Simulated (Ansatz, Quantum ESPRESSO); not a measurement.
# KCl (Sylvite): third-order response, part 2 of 3

Which lines does KCl (Sylvite) show in Raman and infrared spectra?

Quantum ESPRESSO 8.0 development, patched; DFT LDA, scalar-relativistic, plane waves, PseudoDojo norm-conserving pseudopotentials.

So far. Step 2 (A first look): A gap of 4.7 eV opens on this mesh, so the crystal is taken as an insulator; the start stands at -2.0 GPa. Step 4 (Self-consistent run for the response): The cell stands at -0.005 GPa, close enough for phonons. The relaxed cell has a = 6.075 Å (conventional setting).

## Step 5: Linear response at Γ

At q = 0 one unit cell holds all displacements; symmetry groups them into irreducible representations that are solved one by one. The response to a field gives ε∞ and the Born charges, which polar modes need. Third-order response adds the Raman tensors.

Contents of ph.in:

```
phonons
 &inputph
    prefix='x',
    outdir='./tmp',
    fildyn='g.dyn',
    tr2_ph=1.0d-18,
    epsil=.true.,
    lraman=.true.,
    elop=.true.,
 /
0.000000000000 0.000000000000 0.000000000000
```

Run with:

```console
> OMP_NUM_THREADS=1 mpirun -n 2 ph.x -nk 2 -in ph.in > ph.out
```

The log of the run:

```text
[banners, grids, parts of the stress and lines that vanish by symmetry left out]
[banner, memory and clock lines left out]
Program PHONON v.8.0dev

     Dynamical matrices for q-points given in input
     (   1q-points):
       N         xq(1)         xq(2)         xq(3)
       1   0.000000000   0.000000000   0.000000000

     ./tmp/x.save/

     IMPORTANT: XC functional enforced from input :
     Exchange-correlation= PW
                           (   1   4   0   0   0   0   0)
     Any further DFT definition will be discarded
     Please, verify this is what you really want

     G-vector sticks info

     Reading collected, re-writing distributed wavefunctions in ./tmp/

     Number and degeneracy of irreps per q-point
       N         xq(1)         xq(2)         xq(3)   N irreps
       1   0.000000000   0.000000000   0.000000000       2
        3   3

     Calculation of q =    0.0000000   0.0000000   0.0000000

     phonons

     bravais-lattice index     =            0
     lattice parameter (alat)  =       8.1176  a.u.
     unit-cell volume          =     378.2419 (a.u.)^3
     number of atoms/cell      =            2
     number of atomic types    =            2
     kinetic-energy cut-off    =      72.0000  Ry
     charge density cut-off    =     288.0000  Ry
     convergence threshold     =      1.0E-18
     beta                      =       0.7000
     number of iterations used =            4
     Exchange-correlation= PW
                           (   1   4   0   0   0   0   0)

     celldm(1)=    8.11761  celldm(2)=    0.00000  celldm(3)=    0.00000
     celldm(4)=    0.00000  celldm(5)=    0.00000  celldm(6)=    0.00000

     crystal axes: (cart. coord. in units of alat)
               a(1) = ( -0.7071  0.0000  0.7071 )
               a(2) = (  0.0000  0.7071  0.7071 )
               a(3) = ( -0.7071  0.7071  0.0000 )

     reciprocal axes: (cart. coord. in units 2 pi/alat)
               b(1) = ( -0.7071 -0.7071  0.7071 )
               b(2) = (  0.7071  0.7071  0.7071 )
               b(3) = ( -0.7071  0.7071 -0.7071 )

     Atoms inside the unit cell:

     Cartesian axes

     site n.  atom      mass           positions (alat units)
        1  K      39.0983   tau(    1) = (    0.00000    0.00000    0.00000  )
        2  Cl     35.4500   tau(    2) = (   -0.70711    0.70711    0.70711  )

     Computing dynamical matrix for
                    q = (   0.0000000   0.0000000   0.0000000 )

     49 Sym.Ops. (with q -> -q+G )

     G cutoff =  480.7167  (  30923 G-vectors)     FFT grid: ( 45, 45, 45)
     number of k points=    16
                       cart. coord. in units 2pi/alat
        k(    1) = (   0.0000000   0.0000000   0.0000000), wk =   0.0092593
        k(    2) = (  -0.1178511   0.1178511  -0.1178511), wk =   0.0740741
        k(    3) = (  -0.2357023   0.2357023  -0.2357023), wk =   0.0740741
        [... further k-points left out ...]

     PseudoPot. # 1 for K  read from file:
     ./pseudo/K.upf
     Pseudo is Norm-conserving + core correction, Zval =  9.0

     PseudoPot. # 2 for Cl read from file:
     ./pseudo/Cl.upf
     Pseudo is Norm-conserving + core correction, Zval =  7.0

     Mode symmetry, O_h (m-3m)  point group:

     Electric field:
     Dielectric constant
     Born effective charges as d Force / d E
     Raman tensor
     Electro-optic tensor

     Atomic displacements:
     There are    2 irreducible representations

     Representation     1      3 modes -  To be done

     Representation     2      3 modes -  To be done

     Alpha used in Ewald sum =   2.8000

     Electric Fields Calculation

     The passes end when |ddv_scf|^2 is under  6.1E-20 (on this mesh; tr2_ph alone asks  1.0E-18)

      iter #   1   av.it.:   6.7
      thresh= 1.000E-02 alpha_mix =  0.700 |ddv_scf|^2 =  9.480E-08

      [... iterations left out ...]
      iter #   8   av.it.:  11.5
      thresh= 5.156E-10 alpha_mix =  0.700 |ddv_scf|^2 =  5.681E-20

     End of electric fields calculation

          Dielectric constant in cartesian axis

          (       2.511129776       0.000000000      -0.000000000 )
          (       0.000000000       2.511129776       0.000000000 )
          (      -0.000000000       0.000000000       2.511129776 )

          Effective charges (d Force / dE) in cartesian axis without acoustic sum rule applied (asr)

           atom    1  K     Mean Z*:        1.10963
      Ex  (        1.10963        0.00000       -0.00000 )
      Ey  (        0.00000        1.10963        0.00000 )
      Ez  (       -0.00000        0.00000        1.10963 )
           atom    2  Cl    Mean Z*:       -1.10979
      Ex  (       -1.10979       -0.00000        0.00000 )
      Ey  (        0.00000       -1.10979       -0.00000 )
      Ez  (        0.00000       -0.00000       -1.10979 )

          Effective charges Sum: Mean:       -0.00016
             -0.00016        0.00000       -0.00000
             -0.00000       -0.00016       -0.00000
              0.00000        0.00000       -0.00016

          Effective charges (d Force / dE) in cartesian axis with asr applied:
           atom    1  K     Mean Z*:        1.10971
      E*x (        1.10971        0.00000       -0.00000 )
      E*y (       -0.00000        1.10971        0.00000 )
      E*z (       -0.00000        0.00000        1.10971 )
           atom    2  Cl    Mean Z*:       -1.10971
      E*x (       -1.10971       -0.00000        0.00000 )
      E*y (        0.00000       -1.10971       -0.00000 )
      E*z (        0.00000       -0.00000       -1.10971 )

     Calling punch_plot_e
     Writing on file  drho

     Computing Pc [DH,Drho] |psi>

     Derivative coefficient:  0.001000    Threshold: 1.00E-12
     Message from routine dhdrhopsi:
     some bands at k + dk did not converge to eth_ns: the Raman tensors may be inaccurate, compare with a run at another eth_ns or dek
     Non-scf  u_k: avg # of iterations = 18.3
     Non-scf Du_k: avg # of iterations = 29.6

          Dielectric constant from finite-differences

          (       2.511146368       0.000000000       0.000000000 )
          (       0.000000000       2.511146368       0.000000000 )
          (       0.000000000       0.000000000       2.511146368 )

              Electro-optic tensor is defined as
            the derivative of the dielectric tensor
              with respect to one electric field
                 units are Rydberg a.u.

            to obtain the static chi^2 multiply by 1/2

            to convert to pm/Volt multiply per 2.7502

          Electro-optic tensor in cartesian axis:

          (      -0.000000000       0.000000000      -0.000000000 )
          (       0.000000000       0.000000000       0.000000000 )
          (       0.000000000       0.000000000      -0.000000000 )

          (       0.000000000      -0.000000000       0.000000000 )
          (       0.000000000      -0.000000000       0.000000000 )
          (       0.000000000       0.000000000      -0.000000000 )

          (      -0.000000000       0.000000000      -0.000000000 )
          (       0.000000000       0.000000000      -0.000000000 )
          (      -0.000000000      -0.000000000      -0.000000000 )

          Electro-optic tensor: contribution #   1

          (      -0.000000000      -0.000000000       0.000000000 )
          (      -0.000000000       0.000000000      -0.000000000 )
          (      -0.000000000       0.000000000       0.000000000 )

          (      -0.000000000      -0.000000000       0.000000000 )
          (      -0.000000000       0.000000000      -0.000000000 )
          (      -0.000000000       0.000000000      -0.000000000 )

          (      -0.000000000      -0.000000000       0.000000000 )
          (      -0.000000000      -0.000000000      -0.000000000 )
          (       0.000000000       0.000000000       0.000000000 )

          Electro-optic tensor: contribution #   2

          (       0.000000000      -0.000000000       0.000000000 )
          (      -0.000000000      -0.000000000       0.000000000 )
          (      -0.000000000       0.000000000      -0.000000000 )

          (       0.000000000      -0.000000000       0.000000000 )
          (      -0.000000000      -0.000000000       0.000000000 )
          (       0.000000000       0.000000000       0.000000000 )

          (       0.000000000       0.000000000      -0.000000000 )
          (      -0.000000000       0.000000000      -0.000000000 )
          (       0.000000000       0.000000000      -0.000000000 )

     Computing Second order response

      iter #   1   av.it.:   8.5
      thresh= 1.000E-02 alpha_mix =  0.700 |ddv_scf|^2 =  2.138E-07

      [... iterations left out ...]
      iter #   9   av.it.:  12.0
      thresh= 1.045E-10 alpha_mix =  0.700 |ddv_scf|^2 =  1.371E-20

          Raman tensor (au^-1) in cartesian axis

           atom      1
          (      -0.000000000      -0.000000000       0.000000000 )
          (      -0.000000000       0.000000000      -0.000000000 )
          (       0.000000000      -0.000000000       0.000000000 )

          (       0.000000000      -0.000000000       0.000000000 )
          (      -0.000000000       0.000000000      -0.000000000 )
          (      -0.000000000      -0.000000000       0.000000000 )

          (       0.000000000       0.000000000       0.000000000 )
          (       0.000000000       0.000000000      -0.000000000 )
          (       0.000000000       0.000000000       0.000000000 )

           atom      2
          (       0.000000000       0.000000000      -0.000000000 )
          (       0.000000000       0.000000000      -0.000000000 )
          (       0.000000000      -0.000000000       0.000000000 )

          (       0.000000000      -0.000000000       0.000000000 )
          (      -0.000000000      -0.000000000       0.000000000 )
          (       0.000000000       0.000000000      -0.000000000 )

          (      -0.000000000       0.000000000       0.000000000 )
          (      -0.000000000       0.000000000      -0.000000000 )
          (       0.000000000      -0.000000000       0.000000000 )

     Raman tensor (A^2)

     atom #    1    pol.  1
     -0.123250139652E-22     -0.150365170376E-21      0.928484385381E-22
     -0.150365170376E-21      0.250608617293E-21     -0.833992611647E-21
      0.198021891041E-21     -0.518472254137E-21      0.776475879810E-21
     atom #    1    pol.  2
      0.739500837914E-23     -0.222671918972E-21      0.217741913386E-21
     -0.123250139652E-22      0.165155187134E-21     -0.275258645224E-21
[...]
atom #    1    pol.  3
[...]
atom #    2    pol.  1
[...]
atom #    2    pol.  2
[...]
atom #    2    pol.  3
[...]
0.221439417575E-21     -0.152008505571E-22      0.852480132595E-21

     Representation #   1 modes #   1   2   3

     Self-consistent Calculation

     The passes end when |ddv_scf|^2 is under  6.1E-20 (on this mesh; tr2_ph alone asks  1.0E-18)

      iter #   1   av.it.:   6.1
      thresh= 1.000E-02 alpha_mix =  0.700 |ddv_scf|^2 =  2.369E-07

      [... iterations left out ...]
      iter #   8   av.it.:  11.8
      thresh= 7.181E-10 alpha_mix =  0.700 |ddv_scf|^2 =  3.944E-20

     End of self-consistent calculation

     Convergence has been achieved

     Representation #   2 modes #   4   5   6

     Self-consistent Calculation

     The passes end when |ddv_scf|^2 is under  6.1E-20 (on this mesh; tr2_ph alone asks  1.0E-18)

      iter #   1   av.it.:   7.0
      thresh= 1.000E-02 alpha_mix =  0.700 |ddv_scf|^2 =  5.360E-07

      [... iterations left out ...]
      iter #   8   av.it.:  12.1
      thresh= 6.589E-10 alpha_mix =  0.700 |ddv_scf|^2 =  3.607E-20

     End of self-consistent calculation

     Convergence has been achieved

     Number of q in the star =    1
     List of q in the star:
          1   0.000000000   0.000000000   0.000000000

          Dielectric constant in cartesian axis

          (       2.511129776       0.000000000      -0.000000000 )
          (       0.000000000       2.511129776       0.000000000 )
          (      -0.000000000       0.000000000       2.511129776 )

          Effective charges (d Force / dE) in cartesian axis without acoustic sum rule applied (asr)

           atom    1  K     Mean Z*:        1.10963
      Ex  (        1.10963        0.00000       -0.00000 )
      Ey  (        0.00000        1.10963        0.00000 )
      Ez  (       -0.00000        0.00000        1.10963 )
           atom    2  Cl    Mean Z*:       -1.10979
      Ex  (       -1.10979       -0.00000        0.00000 )
      Ey  (        0.00000       -1.10979       -0.00000 )
      Ez  (        0.00000       -0.00000       -1.10979 )

          Effective charges Sum: Mean:       -0.00016
             -0.00016        0.00000       -0.00000
             -0.00000       -0.00016       -0.00000
              0.00000        0.00000       -0.00016

          Effective charges (d Force / dE) in cartesian axis with asr applied:
           atom    1  K     Mean Z*:        1.10971
      E*x (        1.10971        0.00000       -0.00000 )
      E*y (       -0.00000        1.10971        0.00000 )
      E*z (       -0.00000        0.00000        1.10971 )
           atom    2  Cl    Mean Z*:       -1.10971
      E*x (       -1.10971       -0.00000        0.00000 )
      E*y (        0.00000       -1.10971       -0.00000 )
      E*z (        0.00000       -0.00000       -1.10971 )

     Diagonalizing the dynamical matrix

     q = (    0.000000000   0.000000000   0.000000000 )

 **************************************************************************
     freq (    1) =      -0.031931 [THz] =      -1.065094 [cm-1]
     freq (    2) =      -0.031931 [THz] =      -1.065094 [cm-1]
     freq (    3) =      -0.031931 [THz] =      -1.065094 [cm-1]
     freq (    4) =       4.843007 [THz] =     161.545330 [cm-1]
     freq (    5) =       4.843007 [THz] =     161.545330 [cm-1]
     freq (    6) =       4.843007 [THz] =     161.545330 [cm-1]
 **************************************************************************

     Mode symmetry, O_h (m-3m)  point group:

     freq (   1-   3) =         -1.1  [cm-1]   --> T_1u G_15  G_4- I
     freq (   4-   6) =        161.5  [cm-1]   --> T_1u G_15  G_4- I
```

Run time: 3.5 min. Hardware: 2 MPI ranks of AMD EPYC 9R14 (Zen 4), shared host; 7 min of CPU time.

Numbers from this step:

- miss of the charge sum rule: 1.60e-4 e
- largest acoustic frequency at the zone centre before the sum rule: -1.07 cm⁻¹
- highest optical zone-centre mode (no LO-TO term): 161.6 cm⁻¹
- lowest optical zone-centre mode: 161.6 cm⁻¹
- mean high-frequency dielectric constant: 2.511
- largest Born charge in size (third of the trace): 1.110 e

Born charge (rows field, columns displacement), before the sum rule (e), principal values of the symmetric part by kind of site:

| atom | atoms with these values | low | middle | high | mean |
| --- | --- | --- | --- | --- | --- |
| K1 | 1 | 1.11 | 1.11 | 1.11 | 1.11 |
| Cl2 | 1 | -1.11 | -1.11 | -1.11 | -1.11 |

In full for Cl2:

```
-1.11  0.00  0.00
 0.00 -1.11  0.00
 0.00  0.00 -1.11
```

High-frequency dielectric tensor:

```
2.51 0.00 0.00
0.00 2.51 0.00
0.00 0.00 2.51
```

The acoustic modes at Γ come out as far as 1.1 cm⁻¹ from zero, where they should vanish, a small numerical error; the Born charges miss their sum rule by 1.6e-4 e, which is good.

## Step 6: Modes with the sum rule

A rigid shift of the crystal must cost nothing, but grids and finite bases break this; the acoustic sum rule is imposed before the matrix is diagonalised again. With Born charges the intensities follow, and the static dielectric tensor.

Contents of dynmat.in:

```
 &input
    fildyn='g.dyn',
    asr='simple',
    fileig='dynmat.eig',
    lperm=.true.,
 /
```

Run with:

```console
> dynmat.x -in dynmat.in > dynmat.out
```

The log of the run:

```text
[banner, memory and clock lines left out]
Program DYNMAT v.8.0dev

     Reading Dynamical Matrix from file g.dyn
     ...Force constants read
     ...epsilon and Z* read
     ...Raman cross sections read
     A direction for q was not specified:TO-LO splitting will be absent

     Polarizability (A^3 units)
     multiply by 0.665022 for Clausius-Mossotti correction (not under assume_isolated = 'mt')
         6.740079    0.000000   -0.000000
         0.000000    6.740079    0.000000
        -0.000000    0.000000    6.740079

     IR activities are in (D/A)^2/amu units

# mode   [cm-1]    [THz]      IR
    1     -0.00   -0.0000    0.0000
    2     -0.00   -0.0000    0.0000
    3      0.00    0.0000    0.0000
    4    161.55    4.8431    1.5281
    5    161.55    4.8431    1.5281
    6    161.55    4.8431    1.5281

Electronic dielectric permittivity tensor (relative, adimensional)
         2.511130    0.000000   -0.000000
         0.000000    2.511130    0.000000
        -0.000000    0.000000    2.511130

 ... with zone-center polar mode contributions
         4.739173    0.000000    0.000000
         0.000000    4.739173   -0.000000
         0.000000   -0.000000    4.739173
```

Run time: 0.66 s. Hardware: 1 thread.

Numbers from this step:

* mean static dielectric constant: 4.739

Unit eigenvectors of the mass-weighted matrix after the sum rule; no LO-TO term. The modes at Γ (shares of kinetic energy by element, %):

| mode | frequency (cm⁻¹) | symmetry | K % | Cl % |
| --- | --- | --- | --- | --- |
| 1 | 0.0 | acoustic | 52 | 48 |
| 2 | 0.0 | acoustic | 52 | 48 |
| 3 | 0.0 | acoustic | 52 | 48 |
| 4 | 161.6 | T1u | 48 | 52 |
| 5 | 161.6 | T1u | 48 | 52 |
| 6 | 161.6 | T1u | 48 | 52 |

Displacements in mode 6 (161.6 cm⁻¹), the largest set to 1:
```
K1  -0.48 -0.91 -0.34
Cl2  0.53  1.00  0.38
```

Degenerate modes summed, no LO-TO term. Lines of the infrared spectrum (strongest = 100):

| position (cm⁻¹) | lines merged | label | IR intensity, relative |
| --- | --- | --- | --- |
| 162 | 3 | T1u | 100 |

Static dielectric tensor (ions relaxed, fixed cell):

```
4.74 0.00 0.00
0.00 4.74 0.00
0.00 0.00 4.74
```

The rule moves no optical mode by more than 0.1 cm⁻¹.

## Step 7: Sum rules set otherwise: a sum rule for molecules or wires on a crystal

This rule also removes rotations, which suits wires and not a crystal; it is tried to see the harm.

Contents of dynmat.in:

```
 &input
    fildyn='g.dyn',
    asr='one-dim',
    fileig='dynmat.eig',
    lperm=.true.,
 /
```

Run with:

```console
> dynmat.x -in dynmat.in > dynmat.out
```

The log of the run:

```text
[banner, memory and clock lines left out]
Program DYNMAT v.8.0dev

     Reading Dynamical Matrix from file g.dyn
     ...Force constants read
     ...epsilon and Z* read
     ...Raman cross sections read
asr rotation axis in 1D system=    3
     For the rotational sum rules    1 atoms are taken in another cell, next to their neighbours
     Acoustic Sum Rule: || Z*(ASR) - Z*(orig)|| =    2.005936E-04
     Acoustic Sum Rule: ||dyn(ASR) - dyn(orig)||=    7.344764E-02
     Message from routine dynmat:
     WARNING: the charges keep any dipole. Ignore the strengths of the modes set to zero; with q typed a rigid rotation may get a frequency
     A direction for q was not specified:TO-LO splitting will be absent

     Polarizability (A^3 units)
     multiply by 0.665022 for Clausius-Mossotti correction (not under assume_isolated = 'mt')
         6.740079    0.000000   -0.000000
         0.000000    6.740079    0.000000
        -0.000000    0.000000    6.740079

     IR activities are in (D/A)^2/amu units

# mode   [cm-1]    [THz]      IR
    1     -0.00   -0.0000    0.7972
    2     -0.00   -0.0000    0.0000
    3      0.00    0.0000    0.0210
    4      0.00    0.0000    0.7099
    5    161.55    4.8430    1.5281
    6    161.55    4.8430    1.5281

Electronic dielectric permittivity tensor (relative, adimensional)
         2.511130    0.000000   -0.000000
         0.000000    2.511130    0.000000
        -0.000000    0.000000    2.511130

 ... with zone-center polar mode contributions
         2.511130    0.000000   -0.000000
         0.000000    4.739270    0.000000
        -0.000000    0.000000    4.739270
```

The job ended after 0.64 s (1 thread).

The run ended normally, but on settings that are not sound.

The fault: a sum rule for molecules or wires on a crystal; 1 optical mode is projected out to zero frequency, as if it were a rotation, and the static dielectric tensor is spoilt.

For a crystal the rule has to be 'simple' or 'crystal'.

Zone-centre frequencies as printed; negative means imaginary. Modes:

| mode | frequency (cm⁻¹) |
| --- | --- |
| 1 | 0 |
| 2 | 0 |
| 3 | 0 |
| 4 | 0 |
| 5 | 161.6 |
| 6 | 161.6 |

(Part 2 of 3 ends here.)

[Host names and launcher messages were left out of these logs when they were recorded.]

[Logs are printed without paths, hosts, clocks, repeated set-up lines and the standing remarks that a program may print on its own settings, such as how far it seeks lower states.]

[Hosts, paths, dates, database ids (printed as entryN), source tags and the programs' standing remarks are cut or masked in the printed files.]
